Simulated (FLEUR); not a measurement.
# GdO: parallel and opposed starts

Does GdO prefer parallel or opposed moments?

Calculated with FLEUR MaX-R8.1; PBE with U = 6 eV on Gd f; all-electron FLAPW, Dirac cores, scalar-relativistic bands.

This is a report of a sequence of runs, with most program output left out.

**1. The structure**

It takes space group F-43m (No. 216, cubic). The conventional cell has a = 5.400 Å, b = 5.400 Å, c = 5.400 Å, α = 90.00°, β = 90.00°, γ = 90.00°. Nearest to Gd lie 4 O at 2.34 Å. Nearest to O lie 4 Gd at 2.34 Å. Farther neighbours and most contacts between anions are not listed.

As a file:

```xyz
2
Lattice="0.0000 2.7000 2.7000 2.7000 0.0000 2.7000 2.7000 2.7000 0.0000" Properties=species:S:1:pos:R:3 pbc="T T T"
Gd    0.0000    0.0000    0.0000
O     1.3500    1.3500    1.3500
```

**2. Run 1 (ferro +)**

The parallel start is the test of whether parallel moments hold. The U counters the self-interaction that shrinks the moments of a localised shell.

The file n_mmp_mat seeds the f occupations with whole cubic orbitals by Hund's first rule, so that the U acts from the first pass. inpgen writes inp.xml from crystal.txt; cutoffs, mixing, functional, smearing and local orbitals are then set in the file. The k list default-1 (kpts.xml, not shown) is a Γ-centred 8×8×8 mesh; where the ranks do not divide the number of points, some are split in two of half the weight.

File inp.xml:

```
<?xml version="1.0" encoding="UTF-8" standalone="no"?>
<fleurInput fleurInputVersion="0.39">
   <comment>
      GdO
   </comment>
   <calculationSetup>
      <cutoffs Kmax="3.85" Gmax="11.6" GmaxXC="11.6" numbands="0"/>
      <scfLoop itmax="130" minDistance="0.0001" maxIterBroyd="15" imix="Anderson" alpha="0.05" precondParam="0.0" spinf="2.0" sdNocoIR="T"/>
      <coreElectrons ctail="T" frcor="F" kcrel="0" coretail_lmax="0"/>
      <xcFunctional name="pbe" relativisticCorrections="F"/>
      <magnetism jspins="2"/>
      <soc l_soc="F" theta="0.0" phi="0.0" spav="F"/>
      <expertModes spex="0" secvar="F"/>
      <geometryOptimization l_f="F" forcealpha="1.0" forcemix="BFGS" epsdisp="0.00001" epsforce="0.00001"/>
      <ldaU l_linMix="F" mixParam="0.05" spinf="1.0"/>
   </calculationSetup>
   <cell>
      <bzIntegration valenceElectrons="24.0" mode="hist" fermiSmearingEnergy="0.00110248">
         <kPointListSelection listName="default-1"/>
         <xi:include xmlns:xi="http://www.w3.org/2001/XInclude" href="kpts.xml"> </xi:include>
      </bzIntegration>
      <xi:include xmlns:xi="http://www.w3.org/2001/XInclude" href="sym.xml"> </xi:include>
      <bulkLattice scale="1.0">
         <bravaisMatrix>
            <row-1>    0.0000000000000000     5.1022605364200002     5.1022605364200002</row-1>
            <row-2>    5.1022605364200002     0.0000000000000000     5.1022605364200002</row-2>
            <row-3>    5.1022605364200002     5.1022605364200002     0.0000000000000000</row-3>
         </bravaisMatrix>
      </bulkLattice>
   </cell>
   <atomSpecies>
      <species name="Gadolinium7.000" element="Gd" atomicNumber="64">
         <mtSphere radius="2.75" gridPoints="909" logIncrement="0.015"/>
         <atomicCutoffs lmax="10" lnonsphr="8"/>
         <electronConfig flipSpins="F">
            <coreConfig>(1s1/2) (2s1/2) (2p1/2) (2p3/2) (3s1/2) (3p1/2) (3p3/2) (4s1/2) (3d3/2) (3d5/2) (4p1/2) (4p3/2) (4d3/2) (4d5/2)</coreConfig>
            <valenceConfig>(5s1/2) (5p1/2) (5p3/2) (6s1/2) (4f5/2) (4f7/2) (5d3/2) (5d5/2)</valenceConfig>
            <stateOccupation state="(4f5/2)" spinUp="2.5" spinDown="0.5"/>
            <stateOccupation state="(4f7/2)" spinUp="4.0" spinDown="0.0"/>
            <stateOccupation state="(5d3/2)" spinUp="0.4" spinDown="0.0"/>
            <stateOccupation state="(5d5/2)" spinUp="0.6" spinDown="0.0"/>
         </electronConfig>
         <energyParameters s="6" p="6" d="5" f="4"/>
         <ldaU l="3" U="6.0" J="0.0" l_amf="F"/>
         <lo type="SCLO" l="0" n="5" eDeriv="0"/>
         <lo type="SCLO" l="1" n="5" eDeriv="0"/>
      </species>
      <species name="Oxygen (O)" element="O" atomicNumber="8">
         <mtSphere radius="1.56" gridPoints="517" logIncrement="0.021"/>
         <atomicCutoffs lmax="6" lnonsphr="4"/>
         <electronConfig flipSpins="F">
            <coreConfig>(1s1/2)</coreConfig>
            <valenceConfig>(2s1/2) (2p1/2) (2p3/2)</valenceConfig>
            <stateOccupation state="(2p1/2)" spinUp="0.666667" spinDown="0.666667"/>
            <stateOccupation state="(2p3/2)" spinUp="1.333333" spinDown="1.333333"/>
         </electronConfig>
         <energyParameters s="2" p="2" d="3" f="4"/>
      </species>
   </atomSpecies>
   <atomGroups>
      <atomGroup species="Gadolinium7.000">
         <relPos label="                   1">.0000000000 .0000000000 .0000000000</relPos>
         <force calculate="T" relaxXYZ="TTT"/>
      </atomGroup>
      <atomGroup species="Oxygen (O)">
         <relPos label="                   2">1.000/4.000 1.000/4.000 1.000/4.000</relPos>
         <force calculate="T" relaxXYZ="TTT"/>
      </atomGroup>
   </atomGroups>
   <output dos="F" band="F" slice="F">
      <bandDOS minEnergy="-.5*Htr" maxEnergy="0.5*Htr" sigma="0.015" storeEVData="T"/>
      <plotting iplot="0" polar="F">
         <plot TwoD="T" vec1="  1.0  0.0  0.0" vec2="  0.0  1.0  0.0" vec3="  0.0  0.0  1.0" zero="  0.0  0.0  0.0" file="plot"/>
      </plotting>
      <moessbauerParams electricFieldGradient="F" isomerShift="F" coreHyperfine="F" valenceHyperfine="F"/>
   </output>
</fleurInput>
```

File crystal.txt:

```
GdO
&input film=F cartesian=F /
0.00000000000  2.70000000000  2.70000000000
2.70000000000  0.00000000000  2.70000000000
2.70000000000  2.70000000000  0.00000000000
1.8897261246
1.0 1.0 1.0

2
64 0.00000000000  0.00000000000  0.00000000000 : 7.000
8 0.25000000000  0.25000000000  0.25000000000

&kpt div1=8 div2=8 div3=8 gamma=T /
```

Command:

```
OMP_NUM_THREADS=1 inpgen -f crystal.txt > inpgen.log  # inp.xml is then edited as shown
OMP_NUM_THREADS=1 mpirun -n 4 fleur_MPI > fleur.log
```

Run time: 18 s. Hardware: 4 MPI ranks of Intel Xeon Platinum 8375C at 2.90GHz (Ice Lake), shared host; peak memory 0.26 GiB; 71 s of CPU time.

This step gave:

* free energy: -309010.3274 eV
* program's band gap on this mesh (in a metal only a level spacing): 0.02238 eV
* magnetization: 7.941 μB
* final state: ferromagnetic
* largest moment: 7.321 μB

After 20 cycles the largest moment stands at 7.32 μB.

**3. Run 2 (antiferro q=(0,0,1/2) +-)**

An opposed order shows whether neighbours prefer unlike signs.

The cell is doubled to 4 atoms to hold this order. The mesh is halved along the doubled vector, so that both cells sample the same points. The k list default-1 (kpts.xml, not shown) is a Γ-centred 8×8×4 mesh.

Edit inp.xml of step 2 so:

```diff
@@ -17,3 +17,3 @@
    <cell>
-      <bzIntegration valenceElectrons="24.0" mode="hist" fermiSmearingEnergy="0.00110248">
+      <bzIntegration valenceElectrons="48.0" mode="hist" fermiSmearingEnergy="0.00110248">
          <kPointListSelection listName="default-1"/>
@@ -26,3 +26,3 @@
             <row-2>    5.1022605364200002     0.0000000000000000     5.1022605364200002</row-2>
-            <row-3>    5.1022605364200002     5.1022605364200002     0.0000000000000000</row-3>
+            <row-3>   10.2045210728400004    10.2045210728400004     0.0000000000000000</row-3>
          </bravaisMatrix>
@@ -41,2 +41,18 @@
             <stateOccupation state="(5d5/2)" spinUp="0.6" spinDown="0.0"/>
+         </electronConfig>
+         <energyParameters s="6" p="6" d="5" f="4"/>
+         <ldaU l="3" U="6.0" J="0.0" l_amf="F"/>
+         <lo type="SCLO" l="0" n="5" eDeriv="0"/>
+         <lo type="SCLO" l="1" n="5" eDeriv="0"/>
+      </species>
+      <species name="Gadolinium-7.000" element="Gd" atomicNumber="64">
+         <mtSphere radius="2.75" gridPoints="909" logIncrement="0.015"/>
+         <atomicCutoffs lmax="10" lnonsphr="8"/>
+         <electronConfig flipSpins="F">
+            <coreConfig>(1s1/2) (2s1/2) (2p1/2) (2p3/2) (3s1/2) (3p1/2) (3p3/2) (4s1/2) (3d3/2) (3d5/2) (4p1/2) (4p3/2) (4d3/2) (4d5/2)</coreConfig>
+            <valenceConfig>(5s1/2) (5p1/2) (5p3/2) (6s1/2) (4f5/2) (4f7/2) (5d3/2) (5d5/2)</valenceConfig>
+            <stateOccupation state="(4f5/2)" spinUp="0.5" spinDown="2.5"/>
+            <stateOccupation state="(4f7/2)" spinUp="0.0" spinDown="4.0"/>
+            <stateOccupation state="(5d3/2)" spinUp="0.0" spinDown="0.4"/>
+            <stateOccupation state="(5d5/2)" spinUp="0.0" spinDown="0.6"/>
          </electronConfig>
@@ -64,4 +80,12 @@
       </atomGroup>
+      <atomGroup species="Gadolinium-7.000">
+         <relPos label="                   2">.0000000000 .0000000000 1.000/2.000</relPos>
+         <force calculate="T" relaxXYZ="TTT"/>
+      </atomGroup>
       <atomGroup species="Oxygen (O)">
-         <relPos label="                   2">1.000/4.000 1.000/4.000 1.000/4.000</relPos>
+         <relPos label="                   3">1.000/4.000 1.000/4.000 1.000/8.000</relPos>
+         <force calculate="T" relaxXYZ="TTT"/>
+      </atomGroup>
+      <atomGroup species="Oxygen (O)">
+         <relPos label="                   4">1.000/4.000 1.000/4.000 -3.000/8.000</relPos>
          <force calculate="T" relaxXYZ="TTT"/>
```

File crystal.txt:

```
GdO
&input film=F cartesian=F /
0.00000000000  2.70000000000  2.70000000000
2.70000000000  0.00000000000  2.70000000000
5.40000000000  5.40000000000  0.00000000000
1.8897261246
1.0 1.0 1.0

4
64 0.00000000000  0.00000000000  0.00000000000 : 7.000
64 0.00000000000  0.00000000000  0.50000000000 : -7.000
8 0.25000000000  0.25000000000  0.12500000000
8 0.25000000000  0.25000000000  0.62500000000

&kpt div1=8 div2=8 div3=4 gamma=T /
```

Elapsed: 2.5 min, on 4 MPI ranks; peak memory 0.64 GiB; 10 min of CPU time.

Spin moment in the muffin-tin sphere by atom:

| atom | spin moment in the muffin-tin sphere (μB) |
| --- | --- |
| Gd1 | 7.17 |
| Gd2 | -7.17 |
| O3 | 0.00 |
| O4 | 0.00 |

Numbers from this step:

- free energy: -618020.5873 eV
- program's band gap on this mesh (in a metal only a level spacing): 0.3973 eV
- magnetization: 0 μB
- final state: antiferromagnetic

It lies 33.8 meV a seeded atom over the first start, and its largest moment is 7.17 μB against 7.32 μB.

**4. Order 3, typed as antiferro q=(0,1/2,1/2) +-**

Another pattern of signs weighs the neighbour shells otherwise.

The cell is doubled to 4 atoms to hold this order. The mesh is halved along the doubled vector, so that both cells sample the same points. The k list default-1 (kpts.xml, not shown) is a Γ-centred 8×4×8 mesh.

Edit inp.xml of step 3 so:

```diff
@@ -25,4 +25,4 @@
             <row-1>    0.0000000000000000     5.1022605364200002     5.1022605364200002</row-1>
-            <row-2>    5.1022605364200002     0.0000000000000000     5.1022605364200002</row-2>
-            <row-3>   10.2045210728400004    10.2045210728400004     0.0000000000000000</row-3>
+            <row-2>   10.2045210728400004     0.0000000000000000    10.2045210728400004</row-2>
+            <row-3>   10.2045210728400004     5.1022605364200002     5.1022605364200002</row-3>
          </bravaisMatrix>
@@ -81,3 +81,3 @@
       <atomGroup species="Gadolinium-7.000">
-         <relPos label="                   2">.0000000000 .0000000000 1.000/2.000</relPos>
+         <relPos label="                   2">.0000000000 1.000/2.000 .0000000000</relPos>
          <force calculate="T" relaxXYZ="TTT"/>
@@ -85,7 +85,4 @@
       <atomGroup species="Oxygen (O)">
-         <relPos label="                   3">1.000/4.000 1.000/4.000 1.000/8.000</relPos>
-         <force calculate="T" relaxXYZ="TTT"/>
-      </atomGroup>
-      <atomGroup species="Oxygen (O)">
-         <relPos label="                   4">1.000/4.000 1.000/4.000 -3.000/8.000</relPos>
+         <relPos label="                   3">1.000/4.000 .0000000000 1.000/4.000</relPos>
+         <relPos label="                   4">1.000/4.000 1.000/2.000 1.000/4.000</relPos>
          <force calculate="T" relaxXYZ="TTT"/>
```

File crystal.txt:

```
GdO
&input film=F cartesian=F /
0.00000000000  2.70000000000  2.70000000000
5.40000000000  0.00000000000  5.40000000000
5.40000000000  2.70000000000  2.70000000000
1.8897261246
1.0 1.0 1.0

4
64 0.00000000000  0.00000000000  0.00000000000 : 7.000
64 0.00000000000  0.50000000000  0.00000000000 : -7.000
8 0.25000000000  0.00000000000  0.25000000000
8 0.25000000000  0.50000000000  0.25000000000

&kpt div1=8 div2=4 div3=8 gamma=T /
```

It took 2.5 min on 4 MPI ranks; peak memory 0.57 GiB; 10 min of CPU time.

Spin moment in the muffin-tin sphere by atom:

| atom | spin moment in the muffin-tin sphere (μB) |
| --- | --- |
| Gd1 | 7.05 |
| Gd2 | -7.05 |
| O3 | 0.00 |
| O4 | 0.00 |

This step gave:

```yaml
free_energy: -618020.2290 eV
program_s_band_gap_on_this_mesh_in_a_metal_only_a_level_spacing: 0 eV
magnetization: 0 μB
final_state: antiferromagnetic
```

It lies 213 meV a seeded atom over the first start, and its largest moment is 7.05 μB against 7.32 μB.

**5. Energies of the orders**

Free energies are divided by the number of seeded atoms, so that cells of unlike size compare. Wavevectors q in the names are fractions of the primitive cell's reciprocal vectors.

Orders:

| start | final state | typed order kept | energy over the lowest (meV a seeded atom) | largest sphere moment (μB) | net moment (μB a primitive cell) | mesh matched | CPU time (s) |
| --- | --- | --- | --- | --- | --- | --- | --- |
| ferro + | ferromagnetic | yes | 0 | 7.321 | 7.941 | yes | 71.49 |
| antiferro q=(0,0,1/2) +- | antiferromagnetic | yes | 33.79 | 7.168 | 0 | yes | 610.2 |
| antiferro q=(0,1/2,1/2) +- | antiferromagnetic | yes | 212.9 | 7.053 | 0 | yes | 603.2 |

**6. Spin–orbit coupling, moments along [001]**

Spin–orbit coupling ties the spins to the lattice and lets orbital moments form.

A new self-consistent run of the start ferro +; the cell is turned so that this axis lies along z. Here n_mmp_mat seeds f states of whole m by Hund's three rules. The k list default-1 (kpts.xml, not shown) is a Γ-centred 8×8×8 mesh.

Edit inp.xml of step 2 so:

```diff
@@ -6,3 +6,3 @@
    <calculationSetup>
-      <cutoffs Kmax="3.85" Gmax="11.6" GmaxXC="11.6" numbands="0"/>
+      <cutoffs Kmax="3.85" Gmax="11.6" GmaxXC="11.6" numbands="64"/>
       <scfLoop itmax="130" minDistance="0.0001" maxIterBroyd="15" imix="Anderson" alpha="0.05" precondParam="0.0" spinf="2.0" sdNocoIR="T"/>
@@ -11,3 +11,3 @@
       <magnetism jspins="2"/>
-      <soc l_soc="F" theta="0.0" phi="0.0" spav="F"/>
+      <soc l_soc="T" theta="0.0" phi="0.0" spav="F"/>
       <expertModes spex="0" secvar="F"/>
@@ -24,5 +24,5 @@
          <bravaisMatrix>
-            <row-1>    0.0000000000000000     5.1022605364200002     5.1022605364200002</row-1>
-            <row-2>    5.1022605364200002     0.0000000000000000     5.1022605364200002</row-2>
-            <row-3>    5.1022605364200002     5.1022605364200002     0.0000000000000000</row-3>
+            <row-1>    0.0000000000000000    -5.1022605364200002     5.1022605364200002</row-1>
+            <row-2>    5.1022605364200002    -5.1022605364200002     0.0000000000000000</row-2>
+            <row-3>    5.1022605364200002     0.0000000000000000     5.1022605364200002</row-3>
          </bravaisMatrix>
```

File crystal.txt:

```
GdO
&input film=F cartesian=F /
0.00000000000  -2.70000000000  2.70000000000
2.70000000000  -2.70000000000  0.00000000000
2.70000000000  0.00000000000  2.70000000000
1.8897261246
1.0 1.0 1.0

2
64 0.00000000000  0.00000000000  0.00000000000 : 7.000
8 0.25000000000  0.25000000000  0.25000000000

&soc 0.0000000 0.0000000 /
&kpt div1=8 div2=8 div3=8 gamma=T /
```

Run time: 87 s. Hardware: 4 MPI ranks; peak memory 0.47 GiB; 5.8 min of CPU time.

Read from the output:

* free energy: -309010.6796 eV
* program's band gap on this mesh (in a metal only a level spacing): 0 eV
* magnetization: 7.929 μB
* final state: ferromagnetic
* largest moment: 7.312 μB
* orbital moment along the spin: -0.01466 μB

Orbital moment in the sphere, along the spin axis by atom:

| atom | orbital moment in the sphere, along the spin axis (μB) |
| --- | --- |
| Gd1 | -0.0147 |
| O2 | -0.0005 |

**7. Outcome**

```yaml
lowest_state_found: ferromagnetic (typed ferro +)
largest_site_spin_moment: 7.32 μB
next_finished_state: antiferromagnetic, 33.8 meV a seeded atom higher
orbital_moment_on_the_atom_of_largest_spin_along_its_spin_spin_orbit_run: -0.0147 μB
spin_plus_orbital_moment: Gd 7.30 μB
```

What this shows: The lowest state found is ferromagnetic, reached from the start ferro +, with moments up to 7.32 μB. The next finished state costs 34 meV a seeded atom. The shell is near half filling, where Hund's rules give no orbital moment. This is the lowest of 3 finished starts, no proof of the ground state. The f shell is half filled, so the spin-only picture is fair.

[Logs and program files are shortened in this print: banners, set-up blocks, solver, clock and traceback lines can be left out without a mark of their own.]

[Logs are printed without paths, hosts, clocks, repeated set-up lines and the standing remarks that a program may print on its own settings, such as how far it seeks lower states.]

[Hosts, paths, dates, database ids (printed as entryN), source tags and the programs' standing remarks are cut or masked in the printed files.]

[Where a cell is said to come from a database of computed structures, the database is the Materials Project.]
